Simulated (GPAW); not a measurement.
**In2SSe monolayer: simulated STM images**

Wanted: filled- and empty-state images of In2SSe monolayer, with its work function.

Program: GPAW 26.7.0. Level of theory: GPAW, PAW setups; layer in a repeated cell with vacuum, relaxation of atoms and in-plane cell, in the first sound run; inputs show where later runs differ. Results are calculated unless marked as measured.

## 1. Starting point

The cell holds 4 atoms: 1 Se, 2 In and 1 S. Its edges and angles: a = 4.017 Å, b = 4.017 Å, c = 19.055 Å, α = 90.0°, β = 90.0°, γ = 120.0°. Vacuum lies along c.

## 2. Relaxing the atoms

The atoms are relaxed first, since the surface dipole, and with it the work function, follows the positions of the outer layers.

run.py

```python
import json
import numpy as np
from ase import Atoms
from ase.filters import FrechetCellFilter
from ase.optimize import BFGS
from gpaw import GPAW, PW

slab = Atoms(
    ['Se', 'In', 'In', 'S'],
    positions=[
        [-0.00000, 2.31922, 7.00000],
        [0.00000, 0.00000, 8.28208],
        [0.00000, 0.00000, 11.12208],
        [-0.00000, 2.31922, 12.05548]],
    cell=[[4.017, 0.0, 0.0], [-2.0085, 3.47882, 0.0], [0.0, 0.0, 19.0555]],
    pbc=[True, True, True])

slab.calc = GPAW(mode=PW(600), xc='PBE', kpts={'size': (9, 9, 1), 'gamma': True},
                 occupations={'name': 'fermi-dirac', 'width': 0.05}, nbands='160%',
                 convergence={'density': 1e-05}, maxiter=200,
                 symmetry={'tolerance': 1e-3}, txt='slab.txt')
result = {}
# The in-plane cell is free; stress needs a cell that repeats along all three vectors
path = []
opt = BFGS(FrechetCellFilter(slab, mask=[1, 1, 0, 0, 0, 1]), maxstep=0.2)
opt.attach(lambda: path.append((slab.get_potential_energy(), slab.positions.tolist(), slab.get_forces().tolist())))
result['relaxed'] = bool(opt.run(fmax=0.02, steps=45))
result['path'] = path
result['cell'] = slab.cell.tolist()
print('in-plane lattice', slab.cell.cellpar().round(4)[[0, 1, 5]])
energy = slab.get_potential_energy()
fermi = slab.calc.get_fermi_level()
v = slab.calc.get_electrostatic_potential().mean((0, 1)) - fermi
n = slab.calc.get_pseudo_density().mean((0, 1))
L = slab.cell[2, 2]
z = np.arange(len(v)) * L / len(v)
low, high = slab.positions[:, 2].min(), slab.positions[:, 2].max()
below, above = np.interp([low - 4.8, high + 4.8], z, v)
slopes = [np.interp(x, z, np.gradient(v, z)) for x in (low - 4.8, high + 4.8)]
eps = np.array([[slab.calc.get_eigenvalues(k, s) for k in range(len(slab.calc.get_ibz_k_points()))]
                for s in range(slab.calc.get_number_of_spins())]) - fermi
top, bottom = eps[eps < 0].max(), eps[eps > 0].min()
dipole = slab.get_dipole_moment()[2]
print(f'energy {energy:.4f} eV, Fermi level {fermi:.4f} eV, dipole {dipole:.5f} e A')
print(f'potential 4.8 A off the faces, from the Fermi level: lower {below:.4f} eV, upper {above:.4f} eV')
print(f'slope of the potential there: lower {slopes[0]:.5f}, upper {slopes[1]:.5f} eV/A')
print(f'nearest levels on the mesh: {top:.4f} and {bottom:.4f} eV')
print('magnetic moment', round(slab.get_magnetic_moment(), 3))
result.update(energy=energy, fermi=fermi, dipole=dipole, below=below, above=above, slopes=slopes, edges=[top, bottom],
              z=z.tolist(), v=v.tolist(), n=n.tolist(), positions=slab.positions.tolist(),
              forces=slab.get_forces(apply_constraint=False).tolist(), moments=slab.get_magnetic_moments().tolist())
json.dump(result, open('result.json', 'w'))
```

Started as:

```sh
OMP_NUM_THREADS=1 OPENBLAS_NUM_THREADS=1 python run.py
```

Log:

```text
Step          Energy          fmax
BFGS:    0      -15.167517        1.066219
BFGS:    1      -15.198894        0.843687
BFGS:    2      -15.249415        0.342413
BFGS:    3      -15.251882        0.276213
BFGS:    4      -15.259553        0.201417
BFGS:    5      -15.260459        0.203432
BFGS:    6      -15.266539        0.148585
BFGS:    7      -15.267623        0.080460
BFGS:    8      -15.267879        0.033812
BFGS:    9      -15.267949        0.034085
BFGS:   10      -15.268078        0.027876
BFGS:   11      -15.268135        0.025322
BFGS:   12      -15.268157        0.011099
in-plane lattice [  3.9932   3.9931 120.    ]
energy -15.2682 eV, Fermi level -1.0480 eV, dipole -0.02592 e A
potential 4.8 A off the faces, from the Fermi level: lower 5.2663 eV, upper 5.3413 eV
slope of the potential there: lower -0.01802, upper -0.01782 eV/A
nearest levels on the mesh: -0.8372 and 0.7019 eV
magnetic moment 0.0
```

Wall time 12 min (1 thread of Intel Xeon Platinum 8259CL at 2.50GHz (Skylake/Cascade Lake), shared host); peak memory 0.46 GiB.

Numbers from this step:

```yaml
dipole_along_the_normal: -0.02592 e·Å
levels_nearest_the_fermi_level_on_the_mesh: -0.8372, 0.7019 eV from the Fermi level
```

The electrostatic potential energy of an electron (without an applied field's), less the Fermi level, planar mean oscillates, so the rows of the table below give means over windows of 1 Å about each position, cut where the curve ends. Its maxima inside the range that stand out by 2 % of the span (Å: eV): 7.6: -6.43, 9.6: 2.30, 11.6: -8.15. Its minima: 7.0: -13.5, 8.2: -12.9, 11.1: -13.1, 12.2: -12.2.

The electrostatic potential energy of an electron (without an applied field's), less the Fermi level, planar mean by z; means over each step:

| z (Å) | electrostatic potential energy of an electron (without an applied field's), less the Fermi level, planar mean (eV) |
| --- | --- |
| 0 | 5.30 |
| 1 | 5.29 |
| 2 | 5.27 |
| 3 | 5.25 |
| 4 | 5.22 |
| 5 | 5.04 |
| 6 | 1.89 |
| 7 | -9.96 |
| 8 | -9.97 |
| 9 | -2.32 |
| 10 | 0.677 |
| 11 | -10.2 |
| 12 | -9.70 |
| 13 | 1.34 |
| 14 | 5.19 |
| 15 | 5.37 |
| 16 | 5.36 |
| 17 | 5.34 |
| 18 | 5.32 |

The pseudo valence density, planar mean oscillates, so the rows of the table below give means over windows of 1 Å about each position, cut where the curve ends. Its maxima inside the range that stand out by 2 % of the span (Å: e/Å³): 6.5: 0.276, 8.3: 0.994, 11.1: 1.02. Its minima: 6.9: 0.172, 9.7: 0.0787.

Table of pseudo valence density, planar mean by z; means over each step:

| z (Å) | pseudo valence density, planar mean (e/Å³) |
| --- | --- |
| 3 | 2.5e-5 |
| 4 | 4.7e-4 |
| 5 | 0.00891 |
| 6 | 0.127 |
| 7 | 0.273 |
| 8 | 0.700 |
| 9 | 0.253 |
| 10 | 0.127 |
| 11 | 0.722 |
| 12 | 0.379 |
| 13 | 0.150 |
| 14 | 0.0111 |
| 15 | 5.1e-4 |
| 16 | 2.6e-5 |

The relaxation lowered the energy of the cell by 0.101 eV (energies extrapolated to zero smearing; the optimiser's log prints free energies). The largest force left on a free atom is 0.011 eV/Å.

## 3. The slab's potential

With the geometry fixed, the planar mean of the potential gives the vacuum level on each side.

This step: GPAW, PAW setups; slab in vacuum (GPAW 26.7.0).

The cell differs from the one that the last finished run ended in (c 19.055 → 19.269 Å).

run.py

```python
import json
import numpy as np
from ase import Atoms
from ase.dft.stm import STM
from gpaw import GPAW, PW

slab = Atoms(
    ['Se', 'In', 'In', 'S'],
    positions=[
        [0.00000, 2.30545, 7.00000],
        [-0.00000, 0.00000, 8.32022],
        [-0.00000, -0.00000, 11.13623],
        [0.00000, 2.30545, 12.26863]],
    cell=[[3.99315, -0.0, 0.0], [-1.99658, 3.45817, 0.0], [0.0, 0.0, 19.2686]],
    pbc=[True, True, False])

slab.calc = GPAW(mode=PW(400), xc='PBE', kpts={'size': (9, 9, 1), 'gamma': True},
                 occupations={'name': 'fermi-dirac', 'width': 0.05}, nbands='160%',
                 convergence={'density': 1e-05}, maxiter=200,
                 poissonsolver={'dipolelayer': 'xy'},
                 symmetry={'tolerance': 1e-3}, txt='slab.txt')
result = {}
energy = slab.get_potential_energy()
fermi = slab.calc.get_fermi_level()
v = slab.calc.get_electrostatic_potential().mean((0, 1)) - fermi
n = slab.calc.get_pseudo_density().mean((0, 1))
L = slab.cell[2, 2]
z = np.arange(len(v)) * L / len(v)
low, high = slab.positions[:, 2].min(), slab.positions[:, 2].max()
below, above = np.interp([low - 4.8, high + 4.8], z, v)
slopes = [np.interp(x, z, np.gradient(v, z)) for x in (low - 4.8, high + 4.8)]
eps = np.array([[slab.calc.get_eigenvalues(k, s) for k in range(len(slab.calc.get_ibz_k_points()))]
                for s in range(slab.calc.get_number_of_spins())]) - fermi
top, bottom = eps[eps < 0].max(), eps[eps > 0].min()
dipole = slab.get_dipole_moment()[2]
print(f'energy {energy:.4f} eV, Fermi level {fermi:.4f} eV, dipole {dipole:.5f} e A')
print(f'potential 4.8 A off the faces, from the Fermi level: lower {below:.4f} eV, upper {above:.4f} eV')
print(f'slope of the potential there: lower {slopes[0]:.5f}, upper {slopes[1]:.5f} eV/A')
print(f'nearest levels on the mesh: {top:.4f} and {bottom:.4f} eV')
print('magnetic moment', round(slab.get_magnetic_moment(), 3))
result.update(energy=energy, fermi=fermi, dipole=dipole, below=below, above=above, slopes=slopes, edges=[top, bottom],
              z=z.tolist(), v=v.tolist(), n=n.tolist(), positions=slab.positions.tolist(),
              forces=slab.get_forces(apply_constraint=False).tolist(), moments=slab.get_magnetic_moments().tolist())

# Images need the states of the whole zone, up to time reversal
slab.calc = slab.calc.fixed_density(symmetry={'point_group': False}, txt='states.txt', nbands='280%',
                                    convergence={'bands': 'CBM+2.3'})
stm = STM(slab)
result['stm'] = []
for bias in [-1.5, 2.0]:
    height = high + 4.0
    current = stm.get_averaged_current(bias, height)
    x, y, h = stm.scan(bias, current)
    i, f = divmod(height / L * stm.ldos.shape[2], 1)
    I = abs((1 - f) * stm.ldos[:, :, int(i)] + f * stm.ldos[:, :, int(i) + 1])
    print(f'bias {bias} V: mean current at 4.0 A {current:.4e}, corrugation {np.ptp(h):.4f} A')
    result['stm'].append(dict(bias=bias, current=current, h=(h - high).tolist(), I=I.tolist()))
json.dump(result, open('result.json', 'w'))
```

Log:

```text
energy -14.9583 eV, Fermi level -1.0969 eV, dipole -0.01651 e A
potential 4.8 A off the faces, from the Fermi level: lower 5.1991 eV, upper 5.4156 eV
slope of the potential there: lower -0.00014, upper 0.00015 eV/A
nearest levels on the mesh: -0.8360 and 0.7004 eV
magnetic moment 0.0
bias -1.5 V: mean current at 4.0 A 2.2565e-06, corrugation 0.3016 A
bias 2.0 V: mean current at 4.0 A 6.8645e-06, corrugation 0.1950 A
```

It took 2.1 min on 1 thread; peak memory 0.49 GiB.

This step gave:

```yaml
dipole_along_the_normal: -0.01651 e·Å
levels_nearest_the_fermi_level_on_the_mesh: -0.8360, 0.7004 eV from the Fermi level
upper_work_function: 5.416 eV
lower_work_function: 5.199 eV
corrugation_minus_1p5: 0.3016 Å
corrugation_2: 0.1950 Å
upper_ionisation_energy: 6.252 eV
```

Table of electrostatic potential energy of an electron (without an applied field's), less the Fermi level, planar mean by z:

| z (Å) | electrostatic potential energy of an electron (without an applied field's), less the Fermi level, planar mean (eV) |
| --- | --- |
| 0.0 | 5.31 |
| 0.5 | 5.20 |
| 1.0 | 5.20 |
| 1.5 | 5.20 |
| 2.0 | 5.20 |
| 2.5 | 5.20 |
| 3.0 | 5.20 |
| 3.5 | 5.20 |
| 4.0 | 5.19 |
| 4.5 | 5.17 |
| 5.0 | 5.09 |
| 5.5 | 4.74 |
| 6.0 | 3.21 |
| 6.5 | -2.96 |
| 7.0 | -13.3 |
| 7.5 | -7.09 |
| 8.0 | -9.92 |
| 8.5 | -11.3 |
| 9.0 | -2.15 |
| 9.5 | 1.93 |
| 10.0 | 1.74 |
| 10.5 | -2.85 |
| 11.0 | -12.0 |
| 11.5 | -9.97 |
| 12.0 | -10.00 |
| 12.5 | -7.94 |
| 13.0 | 1.76 |
| 13.5 | 4.62 |
| 14.0 | 5.24 |
| 14.5 | 5.38 |
| 15.0 | 5.41 |
| 15.5 | 5.41 |
| 16.0 | 5.42 |
| 16.5 | 5.42 |
| 17.0 | 5.42 |
| 17.5 | 5.42 |
| 18.0 | 5.42 |
| 18.5 | 5.42 |
| 19.0 | 5.39 |

The pseudo valence density, planar mean by z:

| z (Å) | pseudo valence density, planar mean (e/Å³) |
| --- | --- |
| 0.00 | 0 |
| 0.64 | 1.2e-6 |
| 1.28 | 0 |
| 1.93 | 2.2e-6 |
| 2.57 | 3.0e-6 |
| 3.21 | 2.9e-5 |
| 3.85 | 1.7e-4 |
| 4.50 | 0.00112 |
| 5.35 | 0.0142 |
| 5.99 | 0.0905 |
| 6.64 | 0.276 |
| 7.28 | 0.325 |
| 7.92 | 0.563 |
| 8.56 | 0.715 |
| 9.21 | 0.132 |
| 9.85 | 0.0803 |
| 10.49 | 0.224 |
| 11.13 | 1.02 |
| 11.78 | 0.454 |
| 12.42 | 0.284 |
| 13.06 | 0.141 |
| 13.70 | 0.0222 |
| 14.56 | 0.00158 |
| 15.20 | 2.3e-4 |
| 15.84 | 3.3e-5 |
| 16.49 | 5.9e-6 |
| 17.13 | 0 |
| 17.77 | 1.1e-6 |
| 18.41 | 0 |
| 19.05 | 1.1e-6 |

Tip height over the top atom over a1 and a2. Sample bias -1.5 V, constant current at the mean current 4.0 Å over the top atom.

Values in Å, 12 rows by 16 columns, each cell a mean:
```
3.89 3.91 3.94 3.97 4.01 4.05 4.08 4.09 4.09 4.07 4.03 4.00 3.96 3.93 3.90 3.88
3.92 3.95 3.99 4.03 4.08 4.11 4.13 4.13 4.12 4.09 4.05 4.01 3.96 3.93 3.91 3.90
3.96 4.00 4.04 4.09 4.13 4.15 4.16 4.15 4.13 4.10 4.05 4.00 3.96 3.93 3.92 3.93
4.00 4.05 4.10 4.14 4.16 4.17 4.17 4.16 4.13 4.08 4.03 3.98 3.95 3.93 3.94 3.96
4.03 4.08 4.12 4.15 4.16 4.16 4.16 4.14 4.10 4.05 4.00 3.96 3.94 3.93 3.95 3.98
4.05 4.09 4.12 4.14 4.15 4.14 4.12 4.10 4.05 4.00 3.96 3.94 3.93 3.93 3.96 3.99
4.04 4.07 4.09 4.10 4.10 4.08 4.06 4.03 3.98 3.95 3.93 3.92 3.92 3.93 3.96 3.99
4.00 4.02 4.04 4.04 4.03 4.01 3.99 3.97 3.94 3.92 3.92 3.91 3.92 3.93 3.96 3.98
3.97 3.98 3.98 3.98 3.97 3.96 3.95 3.94 3.92 3.92 3.92 3.92 3.92 3.93 3.95 3.96
3.93 3.93 3.93 3.93 3.93 3.93 3.93 3.94 3.93 3.93 3.93 3.93 3.93 3.93 3.93 3.93
3.89 3.89 3.90 3.92 3.93 3.94 3.95 3.96 3.97 3.97 3.97 3.96 3.94 3.93 3.92 3.91
3.87 3.88 3.90 3.93 3.96 3.98 4.00 4.02 4.03 4.02 4.00 3.98 3.96 3.93 3.91 3.88
```
Columns: a1 from 0 to 0.95; rows upwards: a2 from 0 to 0.95.

Local density of states summed over the bias window over a1 and a2. Sample bias -1.5 V, constant height 4.0 Å over the top atom.

Ten even steps from '_' (1.54 × 1e-6 arbitrary) to '@' (3.75 × 1e-6 arbitrary):
```
____....::::--====++++====--::::....____
__....::----==++******++==----::....____
....::--==++****####****++==--::....____
..::--==++**##%%%%%%##**++==--::........
::::--++**##%%@@@@%%##**++--::::........
::--==**##%%@@@@@@%%##**==--::..........
--==++**%%@@@@@@@@%%**++==--::........::
--==**##%%@@@@@@%%##**==--::..........::
==++**##%%%%%%%%##**++==--::........::--
==++****######****++==--::..........::--
====++********++====--::............::--
--====++++++====----::..............::--
------====------::::................::::
::::------::::::......................::
::::::::::::............................
........................................
........................................
________..........::::::::::..........__
________......::::--------::::......____
______....::::----======----::::....____
```
Columns: a1 from 0 to 0.95; rows upwards: a2 from 0 to 0.95.

Tip height over the top atom over a1 and a2. Sample bias 2 V, constant current at the mean current 4.0 Å over the top atom.

Ten even steps from '0' (3.92 Å) to '9' (4.12 Å):
```
00012345666654321000
00134566777665431000
11345678888765431100
12456789998765421111
23567899998765322112
34678999998764322222
45689999998654322223
46789999987643222223
56789999876543222234
56788888765432222234
56677776654332112334
45666665443321112334
44555544332211112233
33444333222111112223
22332222222111122222
11111222222222222222
10011122222332222211
00001122233333222110
00001223344443322100
00011234455544321100
```
Columns: a1 from 0 to 0.95; rows upwards: a2 from 0 to 0.95.

Local density of states summed over the bias window over a1 and a2. Sample bias 2 V, constant height 4.0 Å over the top atom.

Values in units of 1e-6 arbitrary, 12 rows by 16 columns, each cell a mean:
```
5.7 5.9 6.2 6.6 7.0 7.3 7.5 7.6 7.6 7.5 7.2 6.9 6.5 6.1 5.8 5.7
6.0 6.3 6.8 7.2 7.6 7.9 8.1 8.1 8.0 7.7 7.4 7.0 6.5 6.1 5.9 5.9
6.4 6.8 7.3 7.7 8.2 8.4 8.5 8.5 8.2 7.8 7.4 6.9 6.4 6.2 6.1 6.2
6.8 7.3 7.8 8.2 8.6 8.7 8.7 8.5 8.1 7.6 7.1 6.7 6.4 6.3 6.3 6.4
7.1 7.6 8.0 8.3 8.6 8.6 8.5 8.2 7.7 7.3 6.9 6.6 6.4 6.4 6.5 6.7
7.2 7.6 8.0 8.2 8.3 8.3 8.0 7.7 7.2 6.9 6.7 6.4 6.3 6.4 6.6 6.9
7.2 7.5 7.7 7.8 7.8 7.6 7.4 7.1 6.8 6.6 6.4 6.2 6.2 6.4 6.7 6.9
6.9 7.1 7.2 7.2 7.2 7.0 6.8 6.7 6.5 6.3 6.2 6.1 6.2 6.4 6.6 6.7
6.6 6.6 6.7 6.7 6.6 6.5 6.5 6.4 6.3 6.2 6.2 6.2 6.3 6.4 6.4 6.5
6.1 6.1 6.1 6.2 6.2 6.3 6.4 6.4 6.4 6.4 6.4 6.4 6.4 6.4 6.3 6.2
5.8 5.8 5.8 6.0 6.2 6.4 6.5 6.6 6.7 6.7 6.7 6.5 6.4 6.3 6.1 5.9
5.7 5.7 5.9 6.1 6.4 6.6 6.9 7.0 7.1 7.0 6.9 6.7 6.4 6.1 5.9 5.7
```
Columns: a1 from 0 to 0.95; rows upwards: a2 from 0 to 0.95.

The layer is gapped, so the Fermi level lies somewhere inside the gap, set by smearing and numerics, and these work functions are no property of the material; the band edges below the vacuum level are. The potential is flat to 1.5e-4 eV/Å where it is read, so the vacuum is wide enough.

## 4. A changed run

One more run, with changed settings.

Edit run.py of step 3 so:

```diff
@@ -3,3 +3,2 @@
 from ase import Atoms
-from ase.dft.stm import STM
 from gpaw import GPAW, PW
@@ -16,5 +15,5 @@
 
-slab.calc = GPAW(mode=PW(400), xc='PBE', kpts={'size': (9, 9, 1), 'gamma': True},
+slab.calc = GPAW(mode=PW(400), xc='pbe96', kpts={'size': (9, 9, 1), 'gamma': True},
                  occupations={'name': 'fermi-dirac', 'width': 0.05}, nbands='160%',
-                 convergence={'density': 1e-05}, maxiter=200,
+                 convergence={'density': 1e-05}, maxiter=100,
                  poissonsolver={'dipolelayer': 'xy'},
@@ -43,16 +42,2 @@
               forces=slab.get_forces(apply_constraint=False).tolist(), moments=slab.get_magnetic_moments().tolist())
-
-# Images need the states of the whole zone, up to time reversal
-slab.calc = slab.calc.fixed_density(symmetry={'point_group': False}, txt='states.txt', nbands='280%',
-                                    convergence={'bands': 'CBM+2.3'})
-stm = STM(slab)
-result['stm'] = []
-for bias in [-1.5, 2.0]:
-    height = high + 4.0
-    current = stm.get_averaged_current(bias, height)
-    x, y, h = stm.scan(bias, current)
-    i, f = divmod(height / L * stm.ldos.shape[2], 1)
-    I = abs((1 - f) * stm.ldos[:, :, int(i)] + f * stm.ldos[:, :, int(i) + 1])
-    print(f'bias {bias} V: mean current at 4.0 A {current:.4e}, corrugation {np.ptp(h):.4f} A')
-    result['stm'].append(dict(bias=bias, current=current, h=(h - high).tolist(), I=I.tolist()))
 json.dump(result, open('result.json', 'w'))
```

Log:

```text
NameError: Unknown functional: pbe96.
```

Elapsed: 0.84 s, on 1 thread; peak memory 0.1 GiB.

The input was rejected at the start.

The program's message: “NameError: Unknown functional: pbe96.”

The change that led to it: xc = "pbe96".

## 5. Summary of results

- work function, upper and lower face (Fermi level placed in the gap by the smearing): 5.416 and 5.199 eV
- ionisation energy from the upper face (highest filled level on the mesh): 6.25 eV
- electron affinity from the upper face (lowest empty Kohn-Sham level on the mesh): 4.72 eV
- dipole along the normal: -0.0165 e Å
- corrugation at -1.5 V: 0.302 Å
- corrugation at 2 V: 0.195 Å

What this shows: The corrugation at constant current is largest at -1.5 V, where the tip height varies by 0.30 Å over the cell. Negative sample bias images filled states, positive bias empty ones. The two faces differ by 0.22 eV, the step that the slab's dipole makes (e p/(ε0 A) gives 0.22 eV), so the dipole layer is needed. The levels nearest the Fermi level on the mesh lie 1.54 eV apart, so the slab is gapped there: the smearing puts the Fermi level inside the gap, and from either face the ionisation energy is the work function plus 0.84 eV. Both are Kohn-Sham levels on the mesh, and semilocal gaps are too small, so the affinity tends to come out too large and the ionisation energy too small. The images are of Tersoff-Hamann type: an s-wave tip, no tip-sample forces, heights closer than in a microscope. The relaxation of atoms and cell ran in a fully periodic cell without the dipole layer, so the atoms of this polar layer felt a small spurious field. Biases count from a Fermi level whose place in the gap is arbitrary, so only their reach past the band edges has a meaning. The layer's cell and atoms come from the relaxation; spin-orbit coupling and temperature are left out.

[Logs are printed without paths, hosts, clocks, repeated set-up lines and the standing remarks that a program may print on its own settings, such as how far it seeks lower states.]

[Hosts, paths, dates, database ids (printed as entryN), source tags and the programs' standing remarks are cut or masked in the printed files.]
